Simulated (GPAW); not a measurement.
Consider TiSi2 (Zhiqinite, Fddd).

```
Ti Si
1.0
     0.00000    4.11800    4.26150
     2.38650    0.00000    4.26150
     2.38650    4.11800    0.00000
Ti Si
2 4
Direct
  0.50000 0.50000 0.50000
  0.75000 0.75000 0.75000
  0.83300 0.16700 0.83300
  0.16700 0.83300 0.16700
  0.41700 0.08300 0.41700
  0.08300 0.41700 0.08300
```

Absorber: atom 1, with 4 Si at 2.54 Å, 2 Si at 2.74 Å, 4 Si at 2.75 Å and 4 Ti at 3.19 Å (14-fold, site symmetry 222). Method: GPAW, LDA, excited-electron core hole (neutral cell), 18-atom cell with 5.9 Å between holes, 6×6×6 k points, dipole transitions, Gaussian full width 0.94 eV up to 4 eV, rising linearly to 3.5 eV at 25 eV.

The database entry behind the starting cell is an old determination (1939), so it need not match the best structure at ambient conditions.

Where do the maxima of the Ti K edge fall?

Main maxima up to 30 eV above the zero (height): 6.3 eV (0.98), 9.9 eV (1.50) and 24.7 eV (1.68). A K edge sees empty p states, which here mix into the lowest empty bands, so that weight starts at the zero. The total-energy difference is 4969.27 eV. One term is added: -22.68 eV, since the hole is spin-paired here and a spin-polarised one costs that much less in the free atom (computed apart). The photon energy is then 4946.59 eV. The tabulated edge of the element is 4966 eV. The functional leaves an error in such absolute values: in the free atom LDA prices this hole 13.2 eV below PBE (computed apart), and PBE is itself good to a few eV.

The Ti K spectrum (energy from the lowest empty level; intensity scaled to a mean of 1 over the first 20 eV; polarised curves are means over the symmetry-equivalent atoms):

| E (eV) | isotropic | ε ∥ x | ε ∥ y | ε ∥ z |
| --- | --- | --- | --- | --- |
| -2.0 | 0.00 | 0.00 | 0.00 | 0.00 |
| -1.5 | 0.00 | 0.00 | 0.00 | 0.00 |
| -1.0 | 0.00 | 0.00 | 0.00 | 0.00 |
| -0.5 | 0.01 | 0.01 | 0.01 | 0.01 |
| 0.0 | 0.06 | 0.07 | 0.05 | 0.06 |
| 0.5 | 0.16 | 0.18 | 0.13 | 0.17 |
| 1.0 | 0.20 | 0.20 | 0.16 | 0.25 |
| 1.5 | 0.20 | 0.18 | 0.17 | 0.27 |
| 2.0 | 0.31 | 0.24 | 0.26 | 0.43 |
| 2.5 | 0.41 | 0.30 | 0.34 | 0.59 |
| 3.0 | 0.45 | 0.35 | 0.42 | 0.59 |
| 3.5 | 0.62 | 0.61 | 0.55 | 0.70 |
| 4.0 | 0.86 | 0.98 | 0.67 | 0.95 |
| 4.5 | 0.91 | 0.99 | 0.73 | 1.03 |
| 5.0 | 0.90 | 0.91 | 0.78 | 1.02 |
| 5.5 | 0.95 | 0.89 | 0.86 | 1.09 |
| 6.0 | 0.97 | 0.87 | 0.94 | 1.10 |
| 6.5 | 0.97 | 0.87 | 1.02 | 1.03 |
| 7.0 | 0.95 | 0.89 | 1.04 | 0.92 |
| 7.5 | 0.96 | 0.95 | 1.05 | 0.86 |
| 8.0 | 1.03 | 1.07 | 1.13 | 0.90 |
| 8.5 | 1.17 | 1.21 | 1.25 | 1.05 |
| 9.0 | 1.34 | 1.39 | 1.41 | 1.22 |
| 9.5 | 1.47 | 1.54 | 1.52 | 1.33 |
| 10.0 | 1.50 | 1.60 | 1.54 | 1.35 |
| 10.5 | 1.43 | 1.53 | 1.46 | 1.31 |
| 11.0 | 1.31 | 1.38 | 1.32 | 1.24 |
| 11.5 | 1.18 | 1.19 | 1.18 | 1.17 |
| 12.0 | 1.08 | 1.03 | 1.10 | 1.10 |
| 12.5 | 1.00 | 0.89 | 1.09 | 1.03 |
| 13.0 | 0.97 | 0.79 | 1.13 | 0.98 |
| 13.5 | 0.97 | 0.75 | 1.20 | 0.95 |
| 14.0 | 1.00 | 0.77 | 1.29 | 0.95 |
| 14.5 | 1.06 | 0.86 | 1.36 | 0.97 |
| 15.0 | 1.13 | 0.98 | 1.42 | 0.99 |
| 15.5 | 1.20 | 1.11 | 1.46 | 1.04 |
| 16.0 | 1.26 | 1.22 | 1.45 | 1.11 |
| 16.5 | 1.29 | 1.31 | 1.40 | 1.17 |
| 17.0 | 1.31 | 1.39 | 1.34 | 1.20 |
| 17.5 | 1.32 | 1.48 | 1.30 | 1.19 |
| 18.0 | 1.33 | 1.57 | 1.29 | 1.14 |
| 18.5 | 1.34 | 1.65 | 1.29 | 1.07 |
| 19.0 | 1.34 | 1.71 | 1.30 | 1.01 |
| 19.5 | 1.35 | 1.75 | 1.32 | 0.98 |
| 20.0 | 1.36 | 1.75 | 1.35 | 0.98 |
| 20.5 | 1.37 | 1.73 | 1.38 | 1.01 |
| 21.0 | 1.39 | 1.72 | 1.41 | 1.05 |
| 21.5 | 1.43 | 1.72 | 1.46 | 1.12 |
| 22.0 | 1.49 | 1.74 | 1.52 | 1.20 |
| 22.5 | 1.55 | 1.77 | 1.58 | 1.29 |
| 23.0 | 1.60 | 1.77 | 1.64 | 1.38 |
| 23.5 | 1.64 | 1.75 | 1.69 | 1.48 |
| 24.0 | 1.67 | 1.71 | 1.72 | 1.57 |
| 24.5 | 1.68 | 1.65 | 1.74 | 1.66 |
| 25.0 | 1.68 | 1.58 | 1.73 | 1.72 |
| 25.5 | 1.66 | 1.52 | 1.70 | 1.77 |
| 26.0 | 1.64 | 1.46 | 1.66 | 1.80 |
| 26.5 | 1.60 | 1.40 | 1.60 | 1.81 |
| 27.0 | 1.56 | 1.35 | 1.53 | 1.80 |
| 27.5 | 1.51 | 1.30 | 1.45 | 1.79 |
| 28.0 | 1.45 | 1.24 | 1.35 | 1.76 |
| 28.5 | 1.38 | 1.18 | 1.24 | 1.74 |
| 29.0 | 1.31 | 1.11 | 1.12 | 1.71 |
| 29.5 | 1.24 | 1.04 | 1.00 | 1.68 |
| 30.0 | 1.17 | 0.96 | 0.89 | 1.65 |
| 30.5 | 1.10 | 0.88 | 0.79 | 1.62 |
| 31.0 | 1.03 | 0.81 | 0.71 | 1.57 |

Quadrupole 1s→3d transitions, which feed the pre-edge, are not in the dipole spectrum. The holes are only 5.9 Å apart, so the shape is probably not converged with cell size; no larger cell was run here. Lifetime broadening is put in by hand, and intensities beyond about 20 eV depend on it and on the partial waves. The structure is a published determination, not relaxed.

[Banner, clock and machine lines of the logs are left out without a mark of their own.]

[Logs are printed without paths, hosts, clocks, repeated set-up lines and the standing remarks that a program may print on its own settings, such as how far it seeks lower states.]

[Hosts, paths, dates, database ids (printed as entryN), source tags and the programs' standing remarks are cut or masked in the printed files.]

[Lists of maxima count a maximum above −3 eV only where it reaches 4 % of the highest in the window and stands out from its surroundings by 2 % of it (1.5 % where it reaches 55 %); shoulders and weaker maxima are passed over, and of the rest the first, up to two pre-edge ones and the few strongest are named.]
